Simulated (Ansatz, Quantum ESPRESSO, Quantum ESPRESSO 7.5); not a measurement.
## Complex bands of LiF, rock salt type, lattice constant set to 4.009 Å

Wanted: the complex band structure of LiF, rock salt type, lattice constant set to 4.009 Å, as for a tunnel barrier.

Program: Quantum ESPRESSO 7.5. Level of theory: plane-wave DFT, LDA, GBRV ultrasoft pseudopotentials (cross-check by Ansatz 0.2.0 with PAW datasets). Results are calculated unless marked as measured.

Most raw output is cut from this account.

The structure was built from a prototype and need not be the compound's stable phase.

## 1. The structure

Symmetry: Fm-3m, No. 225, cubic system. The conventional cell has a = 4.009 Å, b = 4.009 Å, c = 4.009 Å, α = 90.00°, β = 90.00°, γ = 90.00°. Nearest to Li lie 6 F at 2.00 Å. Nearest to F lie 6 Li at 2.00 Å. Farther neighbours and most contacts between anions are not listed.

## 2. Ground state

pwcond needs a cell whose third axis lies along the current and stands perpendicular to the other two.

scf.in reads:

```
&control
  prefix = 'scf'
  outdir = './out'
  pseudo_dir = './pseudo'
  calculation = 'scf'
  tprnfor = .true.
/
&system
  ibrav = 0
  nat = 4
  ntyp = 2
  ecutwfc = 40
  ecutrho = 200
  occupations = 'fixed'
  nbnd = 14
/
&electrons
  conv_thr = 1e-09
  mixing_beta = 0.6
  electron_maxstep = 120
/
ATOMIC_SPECIES
  Li  6.9400  li_lda_v1.4.uspp.F.UPF
  F   18.9984  f_lda_v1.4.uspp.F.UPF
CELL_PARAMETERS angstrom
  2.83479108577687 0.00000000000000 0.00000000000000
  0.00000000000000 2.83479108577687 0.00000000000000
  0.00000000000000 0.00000000000000 4.00900000000000
ATOMIC_POSITIONS crystal
  Li  0.000000000000 0.000000000000 0.000000000000
  F   0.500000000000 0.500000000000 0.000000000000
  Li  0.500000000000 0.500000000000 0.500000000000
  F   0.000000000000 0.000000000000 0.500000000000
K_POINTS automatic
  8 8 6 0 0 0
```

Command:

```bash
OMP_NUM_THREADS=1 mpirun -n 2 pw.x -nk 2 -in scf.in > scf.out
```

The job ended after 7.1 s (2 MPI ranks of Intel Xeon Platinum 8259CL at 2.50GHz (Skylake/Cascade Lake), shared host; peak memory 0.13 GiB).

Read from the output:

```
free energy                          : -1718.0839 eV
valence top, on the run's zero       : 0.5746 eV
conduction bottom, on the run's zero : 9.513 eV
gap by band count                    : 8.938 eV
```

The program's own clock; routines nest. Time by routine:

```
    routine  wall time (s)  calls
      PWSCF           6.36      1
  electrons           5.12      1
    c_bands           4.29      9
    cegterg           3.88    270
      h_psi           3.36   1019
       fftw           3.12  23946
   vloc_psi           3.04   1019
   init_run           1.04      1
   sum_band           0.74      9
    wfcinit           0.39      1
     hinit0           0.33      1
    potinit           0.29      1
       ffts           0.27     18
interpolate           0.27      9
```

The run needed 8 iterations to bring the estimated error under 1e-09 Ry.

## 3. Complex bands with pwcond.x

ikind = 0 solves one period of the crystal for all kz, real and complex, at each energy and k across. ewind and epsproj trim the two-dimensional plane-wave basis; nz1 sets the subslabs.

cbs.in reads:

```
&inputcond
  outdir = './out'
  prefixl = 'scf'
  band_file = 'cbs'
  ikind = 0
  ewind = 4.0
  epsproj = 1e-05
  nz1 = 7
  energy0 = 9.9
  denergy = -0.3
/
4
  0.00000000 0.00000000 1.00000000
  0.50000000 0.00000000 1.00000000
  0.50000000 0.50000000 1.00000000
  0.25000000 0.00000000 1.00000000
41
```

Command:

```bash
OMP_NUM_THREADS=1 mpirun -n 2 pwcond.x -in cbs.in > cbs.out
```

It took 27 s on 2 MPI ranks; peak memory 0.11 GiB; 54 s of CPU time.

Read from the output:

- peak of the smallest κ at the zone centre: 0.958 Å⁻¹
- energy of the peak at the zone centre: 3.6 eV

K across = (0, 0) in the cell's reciprocal vectors; values within 0.0025 1/Å of each other count once, columns are sorted by size at each energy, a dash where no further value was kept. The Im kz of the slowest decaying states by energy, zero at the highest filled level of the SCF mesh:

```
energy (eV)  decay 1 (Å⁻¹)  decay 2 (Å⁻¹)  decay 3 (Å⁻¹)
      -2.10           0.91           1.43           2.17
      -1.50          0.628           1.40           2.12
      -0.90           1.37           2.07           2.12
      -0.30           1.35           2.01           2.08
       0.00          0.016          0.044           1.33
       0.30          0.325            0.5           1.32
       0.90          0.554          0.803           1.29
       1.20          0.635          0.899           1.28
       1.80          0.769           1.05           1.26
       2.40          0.873           1.16           1.27
       3.00           0.94           1.26           1.41
       3.60          0.958           1.34           1.39
       4.20          0.938           1.37           1.44
       4.80          0.899           1.37           1.59
       5.40          0.846           1.36           1.64
       6.00          0.783           1.35           1.63
       6.60          0.708           1.34           1.59
       6.90          0.665           1.33           1.56
       7.50          0.566           1.32           1.51
       8.10          0.438           1.30           1.46
       8.70          0.236           1.29            1.4
       9.30           1.27           1.34           1.53
       9.90           1.25           1.28           1.51
```

K across = (0, 0) in the cell's reciprocal vectors. Table of Re kz of states that move upwards by energy, zero at the highest filled level of the SCF mesh:

```
energy (eV)  channel 1 (Å⁻¹)  channel 2 (Å⁻¹)  channel 3 (Å⁻¹)
      -2.10            0.594                -                -
      -1.80            0.689                -                -
      -1.50            0.782                -                -
      -1.20           -0.689                -                -
      -0.90           -0.588            0.400            0.400
      -0.60           -0.473            0.726            0.726
      -0.30           -0.550           -0.550           -0.330
       0.00                -                -                -
       0.30                -                -                -
       0.60                -                -                -
       0.90                -                -                -
       1.20                -                -                -
       1.50                -                -                -
       1.80                -                -                -
       2.10                -                -                -
       2.40                -                -                -
       2.70                -                -                -
       3.00                -                -                -
       3.30                -                -                -
       3.60                -                -                -
       4.20                -                -                -
       4.50                -                -                -
       4.80                -                -                -
       5.10                -                -                -
       5.40                -                -                -
       5.70                -                -                -
       6.00                -                -                -
       6.30                -                -                -
       6.60                -                -                -
       6.90                -                -                -
       7.20                -                -                -
       7.50                -                -                -
       8.10                -                -                -
       8.40                -                -                -
       8.70                -                -                -
       9.00            0.122                -                -
       9.30            0.296                -                -
       9.60            0.403                -                -
       9.90            0.489                -                -
```

K across = (1/2, 0) in the cell's reciprocal vectors; values within 0.0025 1/Å of each other count once, columns are sorted by size at each energy, a dash where no further value was kept. The Im kz of the slowest decaying states by energy, zero at the highest filled level of the SCF mesh:

```
energy (eV)  decay 1 (Å⁻¹)  decay 2 (Å⁻¹)  decay 3 (Å⁻¹)
      -2.10           1.54           1.58           2.99
      -1.80          0.106           1.52              -
      -1.50          0.086           1.46           1.55
      -1.20           1.37           1.56           2.95
      -0.90           1.26           1.56           2.94
      -0.60           1.10           1.56           2.92
      -0.30          0.607          0.618           1.56
       0.00          0.249          0.975          0.978
       0.30          0.362           1.16           1.55
       0.60          0.436           1.25           1.55
       0.90          0.491           1.31           1.54
       1.20          0.535           1.36           1.54
       1.50           0.57           1.39           1.53
       1.80          0.599           1.41           1.52
       2.10          0.622           1.43           1.52
       2.40          0.642           1.44           1.51
       2.70          0.658           1.46            1.5
       3.00          0.671           1.46           1.49
       3.30          0.681           1.47              -
       3.60           0.69           1.47           2.71
       4.20          0.699           1.45           1.47
       4.50          0.701           1.44           1.47
       4.80          0.701           1.43           1.47
       5.10            0.7           1.42           1.47
       5.40          0.696           1.41           1.47
       5.70          0.691           1.40           1.46
       6.00          0.684           1.39           1.45
       6.30          0.675           1.37           1.45
       6.60          0.665           1.36           1.44
       6.90          0.652           1.35           1.43
       7.20          0.637           1.34           1.42
       7.50           0.62           1.32           1.41
       8.10          0.577           1.30           1.39
       8.40           0.55           1.28           1.38
       8.70          0.519           1.27           1.37
       9.00          0.483           1.26           1.36
       9.30           0.44           1.24           1.35
       9.60          0.387           1.23           1.33
       9.90          0.319           1.22           1.32
```

K across = (1/2, 1/2) in the cell's reciprocal vectors; values within 0.0025 1/Å of each other count once, columns are sorted by size at each energy, a dash where no further value was kept. The Im kz of the slowest decaying states by energy, zero at the highest filled level of the SCF mesh:

```
energy (eV)  decay 1 (Å⁻¹)  decay 2 (Å⁻¹)  decay 3 (Å⁻¹)
      -2.10          0.775           2.63           2.95
      -1.50           0.58           2.60           2.92
      -0.90          0.244           2.56           2.89
      -0.30          0.509          0.588           2.52
       0.00          0.587          0.678           2.50
       0.30          0.649          0.741           2.48
       0.90          0.746          0.825           2.43
       1.20          0.784          0.855           2.41
       1.80          0.848          0.901           2.37
       2.40          0.899          0.935           2.32
       3.00          0.941          0.959           2.27
       3.60          0.976           2.22           2.63
       4.20           0.99           1.01           2.17
       4.80          0.998           1.03           2.11
       5.40           1.00           1.06           2.05
       6.00           1.00           1.08           1.99
       6.60           1.00           1.10           1.92
       6.90           1.00           1.12           1.88
       7.50          0.998           1.15           1.79
       8.10          0.991           1.19           1.69
       8.70          0.982           1.25           1.56
       9.30          0.971           1.37           2.25
       9.90          0.957           1.33           2.21
```

K across = (1/4, 0) in the cell's reciprocal vectors; values within 0.0025 1/Å of each other count once, columns are sorted by size at each energy, a dash where no further value was kept. Im kz of the slowest decaying states against energy, zero at the highest filled level of the SCF mesh:

```
energy (eV)  decay 1 (Å⁻¹)  decay 2 (Å⁻¹)  decay 3 (Å⁻¹)
      -2.10           0.38           1.09           1.61
      -1.80          0.232          0.988           1.60
      -1.20          0.687           1.59           2.06
      -0.90          0.062          0.392           1.59
      -0.30           1.58           1.96           2.36
       0.00          0.137          0.208           1.58
       0.30          0.371          0.614           1.58
       0.90          0.531           0.98           1.57
       1.20          0.583           1.11           1.57
       1.50          0.623           1.23           1.56
       2.10          0.684           1.50           1.55
       2.40          0.707           1.51           1.54
       3.00          0.741           1.53           2.15
       3.30          0.754           1.52           1.54
       3.60          0.764           1.51           1.54
       4.20          0.779           1.50           1.54
       4.50          0.783           1.49           1.54
       4.80          0.785           1.48           1.54
       5.40          0.785           1.46           1.53
       5.70          0.782           1.45           1.53
       6.30          0.772           1.43           1.52
       6.60          0.764           1.41           1.51
       6.90          0.754           1.40           1.50
       7.50          0.729           1.38           1.49
       7.80          0.712           1.37           1.48
       8.10          0.693           1.35           1.47
       8.70          0.641           1.33           1.45
       9.00          0.606           1.31           1.43
       9.60          0.499           1.29           1.41
       9.90          0.378           1.27           1.40
```

The program's own clock; routines nest. Time by routine:

```
     routine  wall time (s)  calls
      PWCOND          26.44      1
scatter_forw          16.37    164
      compbs           9.36    164
    compbs_2           8.87    164
        init           0.48      1
       local           0.21      4
       poten           0.16      1
```

## 4. Complex band structure, with epsproj = 0.001

A sensitivity test on the input.

cbs.w.in is the input of step 3 with these lines changed:

```diff
@@ -3,6 +3,6 @@
   prefixl = 'scf'
-  band_file = 'cbs'
+  band_file = 'cbs.w'
   ikind = 0
   ewind = 4.0
-  epsproj = 1e-05
+  epsproj = 0.001
   nz1 = 7
```

Command:

```bash
OMP_NUM_THREADS=1 mpirun -n 2 pwcond.x -in cbs.w.in > cbs.w.out
```

It took 18 s on 2 MPI ranks; peak memory 0.11 GiB.

The changed values were drawn from a wide range, not chosen for quality; the comparison shows what they did here together.

Beside the run it was changed from:

```
                                       quantity  this run  unchanged run  difference
peak of the smallest κ at the zone centre (Å⁻¹)     0.958          0.958           0
                                  wall time (s)        18             27
```

The physical values in this table stay within 0.05 %.

(Continued in part 2 of 2.)

[Logs are printed without paths, hosts, clocks, repeated set-up lines and the standing remarks that a program may print on its own settings, such as how far it seeks lower states.]

[Hosts, paths, dates, database ids (printed as entryN), source tags and the programs' standing remarks are cut or masked in the printed files.]

[Maps of the electrostatic potential energy from Ansatz leave out the sawtooth potential of an applied field or a dipole correction, so their vacuum need not be flat; planar profiles and work functions include it.]
